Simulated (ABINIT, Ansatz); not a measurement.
# How the form of the self-energy moves the gap of LiNbO3 (R3c), part 2 of 2

Wanted: the gap of LiNbO3 (R3c) under several approximations, with cost.

ABINIT 10.8.3; PBE and many-body steps on it, plane waves. Known limits of the many-body steps: not at the basis limit; no spin-orbit coupling.

So far. Step 5 (G0W0, Engel-Farid plasmon pole): Against G0W0 in ABINIT (4×4×4 mesh, 233 bands, screening to 141.5 eV, Godby-Needs plasmon pole), the gap moves by +0.060 eV. Step 6 (G0W0, von der Linden-Horsch plasmon pole): Against G0W0 in ABINIT (4×4×4 mesh, 233 bands, screening to 141.5 eV, Godby-Needs plasmon pole), the gap moves by +0.113 eV.

## Step 7: One-shot COHSEX

This step: one-shot COHSEX on PBE, plane waves, norm-conserving pseudopotentials.

File run.abi:

```
acell 3*1.0 Angstrom
rprim 
  2.575800000019 1.487138823389 4.623000000000
  -2.575800000018 1.487138823389 4.623000000000
  0.000000000000 -2.974277646779 4.623000000000
ntypat 3
znucl 3 41 8
natom 10
typat 1 1 2 2 3 3 3 3 3 3
xred 
  0.281500000000 0.281500000000 0.281500000000
  0.781500000000 0.781500000000 0.781500000000
  0.000055000000 0.000055000000 0.000055000000
  0.500055000000 0.500055000000 0.500055000000
  0.112310000000 0.358360000000 0.719590000000
  0.719590000000 0.112310000000 0.358360000000
  0.358360000000 0.719590000000 0.112310000000
  0.219590000000 0.858360000000 0.612310000000
  0.858360000000 0.612310000000 0.219590000000
  0.612310000000 0.219590000000 0.858360000000
pp_dirpath "pseudos"
pseudos "Li.upf, Nb.upf, O.upf"
ecut 37
ngkpt 4 4 4
nshiftk 1
shiftk 0 0 0
kptopt 1
chksymbreak 0
istwfk *1
occopt 1
irdwfk 1
optdriver 4
nband 233
gwcalctyp 7
ecutsigx 37
symsigma 1
nkptgw 2
kptgw 
  0.0000000000 0.0000000000 0.0000000000
  0.5000000000 0.2500000000 0.0000000000
bdgw 
  33 36
  33 36
ecuteps 5.2
irdscr 1
indata_prefix "in"
outdata_prefix "out"
tmpdata_prefix "tmp"
```

On the command line:

```sh
> OMP_NUM_THREADS=1 mpirun -n 16 abinit run.abi > log
```

Numbers of over 12 decimals in the logs are rounded to 6 here.

What it wrote:

```text
.Version 10.8.3 of ABINIT. v10.8.2 released Aug 2026.

 Symmetries : space group R3 c (#161); Bravais hR (rhombohedral)
[... echo of the input left out ...]
== DATASET  1 ==================================================================
-   mpi_nproc: 16, omp_nthreads: 1 (-1 if OMP is not activated)

--- !DatasetInfo
iteration_state: {dtset: 1, }
dimensions: {natom: 10, nkpt: 13, mband: 233, nsppol: 1, nspinor: 1, nspden: 1, mpw: 7739, }
cutoff_energies: {ecut:  37.0, pawecutdg:  -1.0, }
[...]
Band     E0 <VxcDFT>   SigX SigC(E0)      Z dSigC/dE  Sig(E)    E-E0       E
[...]
35   8.091 -17.056 -11.284  -6.263   1.000   0.000 -17.547  -0.491   7.600
       36   8.569 -17.473 -11.697  -6.175   1.000   0.000 -17.872  -0.400   8.169

== END DATASET(S) ==============================================================
================================================================================

 -outvars: echo values of variables after computation  --------
           etotal      0.0000000000E+00
            nband         233
             nkpt          13
          spgroup         161
 [... the other variables as echoed above ...]

 Calculation completed.
```

Wall time 8.1 s (16 MPI ranks of Arm Neoverse V2, shared host); peak memory 4.8 GiB.

This step gave:

```
quasiparticle gap on the points computed              : 5.790 eV
starting gap on the mesh                              : 3.616 eV
k of the valence top                                  : 0, 0, 0
k of the conduction bottom                            : 0.5, 0.25, 0
least direct quasiparticle gap on the computed points : 5.797 eV
```

Against G0W0 in ABINIT (4×4×4 mesh, 233 bands, screening to 141.5 eV, Godby-Needs plasmon pole), the gap moves by +0.709 eV.

## Step 8: One-shot Hartree-Fock

This step: one-shot Hartree-Fock on PBE, plane waves, norm-conserving pseudopotentials.

run.abi: that of step 7 with these lines changed.

```diff
@@ -32,4 +32,4 @@
 optdriver 4
-nband 233
-gwcalctyp 7
+nband 38
+gwcalctyp 5
 ecutsigx 37
@@ -43,4 +43,4 @@
   33 36
-ecuteps 5.2
-irdscr 1
+ixc_sigma 40
+fftgw 31
 indata_prefix "in"
```

What it wrote:

```text
.Version 10.8.3 of ABINIT. v10.8.2 released Aug 2026.

 Symmetries : space group R3 c (#161); Bravais hR (rhombohedral)
[... echo of the input left out ...]
== DATASET  1 ==================================================================
-   mpi_nproc: 16, omp_nthreads: 1 (-1 if OMP is not activated)

--- !DatasetInfo
iteration_state: {dtset: 1, }
dimensions: {natom: 10, nkpt: 13, mband: 38, nsppol: 1, nspinor: 1, nspden: 1, mpw: 7739, }
cutoff_energies: {ecut:  37.0, pawecutdg:  -1.0, }
[...]
Band     E0 <VxcDFT>   SigX SigC(E0)      Z dSigC/dE  Sig(E)    E-E0       E
[...]
35   8.091 -17.056 -11.284   0.000   1.000   0.000 -11.284   5.772  13.863
       36   8.569 -17.473 -11.697   0.000   1.000   0.000 -11.697   5.776  14.344

== END DATASET(S) ==============================================================
================================================================================

 -outvars: echo values of variables after computation  --------
           etotal      0.0000000000E+00
            nband          38
             nkpt          13
          spgroup         161
 [... the other variables as echoed above ...]

 Calculation completed.
```

It took 6.6 s on 16 MPI ranks; peak memory 4.4 GiB; 1.7 min of CPU time.

This step gave:

| Item | Value |
| --- | --- |
| quasiparticle gap on the points computed | 14.35 eV |
| starting gap on the mesh | 3.616 eV |
| k of the valence top | 0, 0, 0 |
| k of the conduction bottom | 0, 0, 0 |
| least direct quasiparticle gap on the computed points | 14.35 eV |

Against G0W0 in ABINIT (4×4×4 mesh, 233 bands, screening to 141.5 eV, Godby-Needs plasmon pole), the gap moves by +9.270 eV.

## Step 9: Screening, 4×4×4 mesh, 233 bands, screening to 141.5 eV

This step: RPA screening on PBE, plane waves, norm-conserving pseudopotentials.

run.abi: that of step 8 with these lines changed.

```diff
@@ -31,16 +31,14 @@
 irdwfk 1
-optdriver 4
-nband 38
-gwcalctyp 5
-ecutsigx 37
-symsigma 1
-nkptgw 2
-kptgw 
-  0.0000000000 0.0000000000 0.0000000000
-  0.5000000000 0.2500000000 0.0000000000
-bdgw 
-  33 36
-  33 36
-ixc_sigma 40
-fftgw 31
+optdriver 3
+nband 233
+ecuteps 5.2
+inclvkb 2
+awtr 1
+symchi 1
+gwcalctyp 2
+nfreqre 16
+freqremax 40 eV
+nfreqim 8
+spmeth 1
+nomegasf 120
 indata_prefix "in"
```

What it wrote:

```text
.Version 10.8.3 of ABINIT. v10.8.2 released Aug 2026.

 Symmetries : space group R3 c (#161); Bravais hR (rhombohedral)
[... echo of the input left out ...]
== DATASET  1 ==================================================================
-   mpi_nproc: 16, omp_nthreads: 1 (-1 if OMP is not activated)

--- !DatasetInfo
iteration_state: {dtset: 1, }
dimensions: {natom: 10, nkpt: 13, mband: 233, nsppol: 1, nspinor: 1, nspden: 1, mpw: 7739, }
cutoff_energies: {ecut:  37.0, pawecutdg:  -1.0, }
electrons: {nelect:   6.80000000E+01, charge:   0.00000000E+00, occopt:   1.00000000E+00, tsmear:   1.00000000E-02, }

 SCREENING: Calculation of the susceptibility and dielectric matrices

 Based on a program developped by R.W. Godby, V. Olevano, G. Onida, and L. Reining.
 Incorporated in ABINIT by V. Olevano, G.-M. Rignanese, and M. Torrent.
.Using double precision arithmetic ; gwpc =  8

[... cell and pseudopotentials left out ...]
--------------------------------------------------------------------------------

 ==== K-mesh for the wavefunctions ====
 Number of points in the irreducible wedge :    13
[... list of points left out ...]
 Together with  6 symmetry operations and time-reversal symmetry
 yields    64 points in the full Brillouin Zone.

 ==== Q-mesh for the screening function ====
 Number of points in the irreducible wedge :    13
[... list of points left out ...]
 Together with  6 symmetry operations and time-reversal symmetry
 yields    64 points in the full Brillouin Zone.

 setmesh: FFT mesh size selected  =    40x   40x   40
          total number of points  =        64000

 vcoul_init : cutoff-mode = AUXILIARY_FUNCTION
 q-points for optical limit:   1
     1)      0.000010    0.000020    0.000030

- screening: taking advantage of time-reversal symmetry
- Maximum band index for partially occupied states nbvw = 34
- Remaining bands to be divided among processors   nbcw = 199
- Number of bands treated by each node ~12

 Number of electrons calculated from density =   68.0000; Expected =   68.0000
 average of density, n =  0.094836
 r_s =    1.3603
 omega_plasma =   29.7059 [eV]

 calculating chi0 at frequencies [eV] :
  1    0.000000E+00    0.000000E+00
  2    2.666667E+00    0.000000E+00
  3    5.333333E+00    0.000000E+00
[...]
23    0.000000E+00    7.565570E+01
 24    0.000000E+00    1.065240E+02

--------------------------------------------------------------------------------
  q-point number  1        q = ( 0.000000, 0.000000, 0.000000) [r.l.u.]
--------------------------------------------------------------------------------
[... chi0 elements left out ...]
  [... further frequencies ...]

 No. of calculated frequencies >  15, stop printing
 For q-point:  0.000010 0.000020 0.000030
  dielectric constant =   5.0655
  dielectric constant without local fields =   5.6834

  Average fulfillment of the sum rule on Im[epsilon] for q-point    1 :     70.46  [%]
[... wings left out ...]
  q-point number  2        q = ( 0.250000, 0.000000, 0.000000) [r.l.u.]
--------------------------------------------------------------------------------
[... chi0 elements left out ...]
  [... further frequencies ...]

 No. of calculated frequencies >  15, stop printing
  Average fulfillment of the sum rule on Im[epsilon] for q-point    2 :     78.30  [%]

 [... 11 further q-points ...]
```

Wall time 11 min (16 MPI ranks); peak memory 16 GiB; 2.8 h of CPU time.

Numbers from this step:

* ε∞ with local fields, on this mesh, along the program's q direction: 5.066
* the same without local fields: 5.683
* plasma frequency: 29.71 eV
* plane waves in the screening matrix: 405

## Step 10: G0W0, contour deformation

This step: G0W0 on PBE, plane waves, norm-conserving pseudopotentials.

run.abi: that of step 9 with these lines changed.

```diff
@@ -31,14 +31,17 @@
 irdwfk 1
-optdriver 3
+optdriver 4
 nband 233
+gwcalctyp 2
+ecutsigx 37
+symsigma 1
+nkptgw 2
+kptgw 
+  0.0000000000 0.0000000000 0.0000000000
+  0.5000000000 0.2500000000 0.0000000000
+bdgw 
+  33 36
+  33 36
 ecuteps 5.2
-inclvkb 2
-awtr 1
-symchi 1
-gwcalctyp 2
-nfreqre 16
-freqremax 40 eV
-nfreqim 8
-spmeth 1
-nomegasf 120
+irdscr 1
+gwmem 01
 indata_prefix "in"
```

What it wrote:

```text
.Version 10.8.3 of ABINIT. v10.8.2 released Aug 2026.

 Symmetries : space group R3 c (#161); Bravais hR (rhombohedral)
[... echo of the input left out ...]
== DATASET  1 ==================================================================
-   mpi_nproc: 16, omp_nthreads: 1 (-1 if OMP is not activated)

--- !DatasetInfo
iteration_state: {dtset: 1, }
dimensions: {natom: 10, nkpt: 13, mband: 233, nsppol: 1, nspinor: 1, nspden: 1, mpw: 7739, }
cutoff_energies: {ecut:  37.0, pawecutdg:  -1.0, }
[...]
Band     E0 <VxcDFT>   SigX SigC(E0)      Z dSigC/dE  Sig(E)    E-E0       E
[...]
36   8.569 -17.473 -11.697  -4.185   0.764  -0.309 -16.257   1.215   9.784
       36   0.000   0.000   0.000   0.001   0.000   0.000   0.001   0.001   0.001

== END DATASET(S) ==============================================================
================================================================================

 -outvars: echo values of variables after computation  --------
           etotal      0.0000000000E+00
            nband         233
             nkpt          13
          spgroup         161
 [... the other variables as echoed above ...]

 Calculation completed.
```

Wall time 53 s (16 MPI ranks); peak memory 6 GiB.

Numbers from this step:

| Item | Value |
| --- | --- |
| G0W0 gap on the points computed | 5.061 eV |
| starting gap on the mesh | 3.616 eV |
| k of the valence top | 0, 0, 0 |
| k of the conduction bottom | 0.5, 0.25, 0 |
| least direct G0W0 gap on the computed points | 5.068 eV |

Against G0W0 in ABINIT (4×4×4 mesh, 233 bands, screening to 141.5 eV, Godby-Needs plasmon pole), the gap moves by −0.020 eV.

## Step 11: The runs together

Times are wall times on 16 MPI ranks of Arm Neoverse V2, shared host, good to a factor of about two. A run's time includes the screening step that it read.

```tsv
run	mesh	bands	screening cutoff (eV)	DFT gap (eV)	gap on the mesh (eV)	direct (eV)	ε∞ used	time
G0W0, Godby-Needs plasmon pole	4×4×4	233	141.5	3.616	5.081	5.093	5.02	7.3 min
G0W0, Engel-Farid plasmon pole	4×4×4	233	141.5	3.616	5.141	5.154	5.02	7.1 min
G0W0, von der Linden-Horsch plasmon pole	4×4×4	233	141.5	3.616	5.194	5.212	5.02	7.1 min
one-shot COHSEX	4×4×4	233	141.5	3.616	5.790	5.797	5.02	6.7 min
one-shot Hartree-Fock	4×4×4	-	-	3.616	14.351	14.351	-	6.6 s
G0W0, contour deformation	4×4×4	233	141.5	3.616	5.061	5.068	5.07	12 min
```

## Step 12: Outcome

| Property | Result |
| --- | --- |
| G0W0, Godby-Needs plasmon pole | 5.081 eV |
| G0W0, Engel-Farid plasmon pole | 5.141 eV |
| G0W0, von der Linden-Horsch plasmon pole | 5.194 eV |
| one-shot COHSEX | 5.790 eV |
| one-shot Hartree-Fock | 14.351 eV |
| G0W0, contour deformation | 5.061 eV |
| known limits | not at the basis limit; no spin-orbit coupling |

G0W0, Engel-Farid plasmon pole: +0.060 eV against G0W0, Godby-Needs plasmon pole. G0W0, von der Linden-Horsch plasmon pole: +0.113 eV against G0W0, Godby-Needs plasmon pole. One-shot COHSEX: +0.709 eV against G0W0, Godby-Needs plasmon pole. One-shot Hartree-Fock: +9.270 eV against G0W0, Godby-Needs plasmon pole. G0W0, contour deformation: −0.020 eV against G0W0, Godby-Needs plasmon pole. Bare exchange alone opens the gap to 14.35 eV; against G0W0, correlation takes back 9.27 eV. Static COHSEX lies above G0W0: it lacks the factor Z and overstates the Coulomb hole of the filled states. Bands and cutoff are finite, so the gap is not at the basis limit. The miss can reach some tenths of an eV and take either sign; the mesh is an error of its own. In the first G0W0 run levels were corrected at 2 k points alone, so a gap called «on the mesh» is the least over those, and an edge elsewhere would be missed. The many-body steps are scalar-relativistic: spin-orbit coupling is not in them.

[Paths, hosts, dates, memory and timing lines, banners, echoed tables and standing remarks are left out of the program output.]

[Logs are printed without paths, hosts, clocks, repeated set-up lines and the standing remarks that a program may print on its own settings, such as how far it seeks lower states.]

[Runs of the session that timed out or met a known fault of the program may be left out.]

[No measured gap is set beside runs whose start may be inverted or whose files or cutoffs have a known fault.]

[Hosts, paths, dates, database ids (printed as entryN), source tags and the programs' standing remarks are cut or masked in the printed files.]

[G0W0 gaps are taken among the corrected bands and points alone; a level outside them can change the order at an edge.]

[Where Ansatz stands beside ABINIT at settings called matched, ABINIT's density can come from a denser mesh and the files from another edition; pairs whose starting gaps differed by over 0.03 eV were left out, so agreement reads better than it is.]
